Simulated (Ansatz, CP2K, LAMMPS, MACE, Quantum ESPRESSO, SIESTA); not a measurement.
# Amorphous 33HfO2-67Al2O3 (mol %) (104 atoms): relaxed, then solved by several programs

Aim: relax amorphous 33HfO2-67Al2O3 (mol %) (104 atoms), then compare forces, pressure and levels from several programs at that geometry.

These are calculated values.

### 1. The structure

The cell holds 104 atoms (8 Hf, 32 Al and 64 O), with edges of 10.68, 10.68 and 10.68 Å. Recipe: 104 atoms (8 Zr, 32 Al, 64 O) placed at random at 3.57 g/cm³, melted at 5000 K for 10 ps at fixed volume with the Morse and Coulomb pair potential with partial charges (Pedone, Malavasi, Menziani, Cormack and Segre, J. Phys. Chem. B 110, 11780 (2006)). Quenched from 5000 K to 300 K at 50 K/ps and fixed volume, held 5 ps, then minimised at fixed cell. Then Zr was replaced by Hf (the potential has no terms for the new elements, so the cell is a start for a DFT relaxation). Then the atoms were relaxed with MACE MPA-0 medium in the fixed cell. Then the atoms were relaxed with CP2K double zeta, PBE.

### 2. The relaxation

CP2K double zeta (DZVP-MOLOPT-SR, GTH-PBE potentials, 480 Ry; k-points Γ) took 11 geometry steps and reached its thresholds. It started from the geometry that MACE MPA-0 medium had relaxed.

Run time: 13 min. Hardware: 8 threads of Intel Xeon Platinum 8259CL at 2.50GHz (Skylake/Cascade Lake), shared host; peak memory 1.8 GiB.

```csv
,before,after
energy (meV/atom),0,-2.2
Al-O bonds under 2.38 Å,147 at 1.865 Å,147 at 1.867 Å
Hf-O bonds under 2.93 Å,50 at 2.146 Å,50 at 2.137 Å
```

Atoms moved by 0.02 Å r.m.s. and 0.05 Å at most, with the common shift taken off.

### 3. Local order after relaxation

Density 4.52 g/cm³, 11.70 Å³ an atom.

g(r), total and by pair (bins of 0.2 Å):

```csv
r (Å),total,O-O,O-Al,O-Hf,Al-Al,Al-Hf,Hf-Hf
1.60,0.03,0.00,0.08,0.00,0.00,0.00,0.00
1.80,2.84,0.00,7.49,0.00,0.00,0.00,0.00
2.00,1.35,0.00,2.32,5.00,0.00,0.00,0.00
2.20,0.49,0.00,0.10,4.79,0.00,0.00,0.00
2.40,0.32,0.67,0.04,0.50,0.00,0.00,0.00
2.60,0.65,1.50,0.07,0.14,0.40,0.00,0.00
2.80,1.25,2.59,0.27,0.00,1.75,0.00,0.00
3.00,1.24,2.29,0.29,0.00,1.78,1.88,1.66
3.20,1.07,1.44,0.55,0.09,2.59,0.92,2.96
3.40,1.04,0.77,0.94,0.32,2.49,2.63,1.25
3.60,1.00,0.66,1.29,0.80,0.60,2.78,0.00
3.80,0.85,0.68,1.07,0.92,0.38,1.20,1.06
4.00,0.92,0.70,1.27,1.12,0.35,0.37,2.88
4.20,1.11,0.58,1.54,2.09,0.80,0.64,1.74
4.40,1.06,0.64,1.57,1.56,0.74,0.10,0.00
4.60,1.12,0.92,1.33,1.61,0.90,0.61,0.74
4.80,1.08,1.07,1.03,1.28,0.98,1.40,0.64
5.00,0.96,1.19,0.71,0.95,1.18,0.76,1.20
5.20,0.97,1.30,0.71,0.67,0.95,1.05,1.66
```

Bonds by pair of elements; cutoffs follow the first minimum of g(r), held within bounds set by covalent radii, and pairs that aren't listed don't count as bonded:

```csv
pair A-B,cutoff (Å),bonds,mean length (Å),spread (Å),shortest (Å),B about A,A about B
O-Al,2.38,147,1.87,0.09,1.70,2.30,4.59
O-Hf,2.93,50,2.14,0.118,1.98,0.781,6.25
```

How many atoms have how many bonded neighbours:

```csv
element,mean,2,3,4,5,6,7
Al,4.59,0,0,16,13,3,0
Hf,6.25,0,0,0,0,6,2
O,3.08,1,57,6,0,0,0
```

Bond angles, per cent of each kind in bins of 5°:

```csv
angle (°),O-Al-O,O-Hf-O,Al-O-Al,Al-O-Hf,Hf-O-Hf
60–65,0.0,0.8,0.0,0.0,0.0
65–70,0.0,1.5,0.0,0.0,0.0
70–75,0.4,11.4,0.0,0.0,0.0
75–80,7.8,13.6,0.0,0.0,0.0
80–85,8.9,7.6,0.0,0.0,6.2
85–90,8.1,9.1,5.0,0.0,6.2
90–95,8.9,8.3,9.2,5.6,12.5
95–100,8.5,7.6,12.5,13.9,18.8
100–105,10.3,6.1,9.2,11.1,6.2
105–110,12.5,2.3,3.3,5.6,12.5
110–115,8.5,2.3,9.2,5.6,0.0
115–120,7.0,3.0,10.8,11.1,0.0
120–125,2.2,1.5,9.2,13.9,6.2
125–130,2.2,1.5,7.5,12.5,0.0
130–135,2.9,2.3,15.0,5.6,0.0
135–140,0.7,5.3,4.2,6.9,6.2
140–145,1.1,1.5,1.7,2.8,0.0
145–150,1.5,5.3,1.7,2.8,6.2
150–155,1.1,2.3,0.0,0.0,6.2
155–160,1.8,0.0,0.8,2.8,6.2
160–165,1.1,5.3,0.0,0.0,6.2
165–170,1.1,0.0,0.8,0.0,0.0
170–175,2.9,1.5,0.0,0.0,0.0
175–180,0.4,0.0,0.0,0.0,0.0
```

Bond angles (no mean is given where the spread exceeds 20°):

```csv
angle,count,mean (°),spread (°)
O-Al-O,271,-,-
O-Hf-O,132,-,-
Al-O-Al,120,115,16.9
Al-O-Hf,72,118,16.6
Hf-O-Hf,16,-,-
```

Oxygen atoms by the number of network formers (Si, P, Ge, B, Al, As, Ga) bound to them:

```csv
network formers bound to O,O atoms,per cent
0,2,3.1
1,8,12.5
2,27,42.2
3,23,35.9
4,4,6.2
```

Network units: each former by its oxygen neighbours and how many of them bridge to another former:

```csv
former,O neighbours,bridging O,atoms
Al,4,3,5
Al,4,4,11
Al,5,3,1
Al,5,5,12
Al,6,5,1
Al,6,6,2
```

Bond length by coordination (bonds to H left out):

```csv
element,coordination,atoms,mean bond length (Å)
Al,4,16,1.80
Al,5,13,1.91
Al,6,3,1.96
Hf,6,6,2.11
Hf,7,2,2.20
O,2,1,1.74
O,3,57,1.93
O,4,6,2.00
```

First main peaks of g(r), for some of the pairs, lie near 2.9 Å (O-O), 1.8 Å (O-Al), 2.1 Å (O-Hf) and 3.3 Å (Al-Al). With the cutoffs above, 50 % of Al atoms have 4, 75 % of Hf atoms have 6 and 89 % of O atoms have 3 bonded neighbours. Counting bonds to Al alone, not to Hf, 42 % of the oxygens join two of these atoms and 12 % one; 36 % join three; 6 % join four; 3 % join none. The commonest Al unit has 5 oxygens, 5 of them shared with other formers (12 of 32 atoms).

### 4. The plane-wave reference

Quantum ESPRESSO 7.5: Kohn-Sham DFT, PBE, SSSP efficiency 1.3.0 pseudopotentials, plane waves. Its input for the relaxed cell:

```
&control
  calculation = 'scf'
  pseudo_dir = './pseudo'
  outdir = './tmp'
  disk_io = 'none'
  tprnfor = .true.
  tstress = .true.
/
&system
  ibrav = 0
  nat = 104
  ntyp = 3
  ecutwfc = 60
  ecutrho = 480
  nosym = .true.
  occupations = 'smearing'
  smearing = 'fd'
  degauss = 0.003675
/
&electrons
  conv_thr = 5.2e-07
  electron_maxstep = 100
  mixing_beta = 0.4
  mixing_mode = 'plain'
  diagonalization = 'david'
/
ATOMIC_SPECIES
Hf 178.490 Hf.upf
Al 26.982 Al.upf
O 15.999 O.upf
CELL_PARAMETERS angstrom
10.67700 0.00000 0.00000
0.00000 10.67700 0.00000
0.00000 0.00000 10.67700
ATOMIC_POSITIONS crystal
Hf 0.23883 0.84315 0.53734
Hf 0.06485 0.85842 0.99514
Hf 0.10218 0.59453 0.18180
[... 99 atom lines left out ...]
O 0.75654 0.70836 0.02858
O 0.31853 0.03510 0.13111
K_POINTS gamma
```

Wall time 3.3 min (8 MPI ranks of Intel Xeon Platinum 8259CL at 2.50GHz (Skylake/Cascade Lake), shared host); peak memory 5 GiB; 27 min of CPU time.

### 5. All levels at this geometry

CPU times are from a shared host and are rough.

```
                level                    basis or training data  k-points  own r.m.s. force (meV/Å)  difference from the reference (meV/Å)  pressure (GPa)  Kohn-Sham gap (eV)  CPU time  memory (GiB)
              QE, PBE   plane waves, SSSP efficiency, 60/480 Ry         Γ                       112                                      -           -3.30                3.62    27 min           5.0
CP2K triple zeta, PBE     TZV2P-UZH, GTH-PBE potentials, 600 Ry         Γ                        98                                     81           -5.33                3.63    37 min           6.8
      SIESTA DZP, PBE  DZP orbitals, shift 0.01 Ry, mesh 400 Ry         Γ                       162                                    107           -0.63                3.61    20 min           3.2
    MACE MPA-0 medium        trained on PBE(+U) plane-wave data         -                       132                                     75           -3.48                   -      14 s           1.3
```

The gap is the spacing of the highest filled and lowest empty Kohn-Sham level on the mesh; a dash marks partly filled levels, a spacing under 0.15 eV or a method without such levels.

### 6. Outcome

Relaxation in the fixed cell lowers the energy by 2 meV/atom at its own level and moves atoms by up to 0.05 Å. The reference finds an r.m.s. force of 112 meV/Å there and a pressure of -3.30 GPa, at a geometry that CP2K double zeta made. Forces differ from the reference's by 75 meV/Å (MACE MPA-0 medium), 81 meV/Å (CP2K triple zeta, PBE) and 107 meV/Å (SIESTA DZP, PBE).

CP2K double zeta is at its own minimum here, so the reference's force is itself a measure of how the two differ. Pressures lie -0.2 GPa (MACE MPA-0 medium), -2.0 GPa (CP2K triple zeta, PBE) and +2.7 GPa (SIESTA DZP, PBE) from the reference's. The highest filled and lowest empty levels lie 3.62 eV apart in the reference, against 3.63 eV in CP2K triple zeta, PBE and 3.61 eV in SIESTA DZP, PBE. With the cutoffs above, 50 % of Al atoms have 4, 75 % of Hf atoms have 6 and 89 % of O atoms have 3 bonded neighbours.

**Limits.** The density was set by the recipe and held. One sample of a disordered cell; defect or tail levels can set the gap. Gaps are read on the mesh, which holds the band edges only if they fold onto it, and semilocal functionals tend to put them under measured ones. The quench rate of 50 K/ps is many orders above laboratory rates, so the cell is likely richer in defects and strain than a real sample. The reference samples only Γ, in a cell whose shortest periodic width is 11 Å. Spin–orbit coupling is left out, which matters for the levels of the heavy elements. The plane-wave runs aren't exact: their cutoffs and mesh weren't converged further here. SIESTA's automatically made basis is far from complete, and its potentials were converted by us (checked for H, C, O, Si, Ge and Ca alone). Where levels are smeared, the DFT runs use Fermi–Dirac occupations at 580 K (0.05 eV), and energies are free energies.

[Logs are printed without paths, hosts, clocks, repeated set-up lines and the standing remarks that a program may print on its own settings, such as how far it seeks lower states.]

[Hosts, paths, dates, database ids (printed as entryN), source tags and the programs' standing remarks are cut or masked in the printed files.]
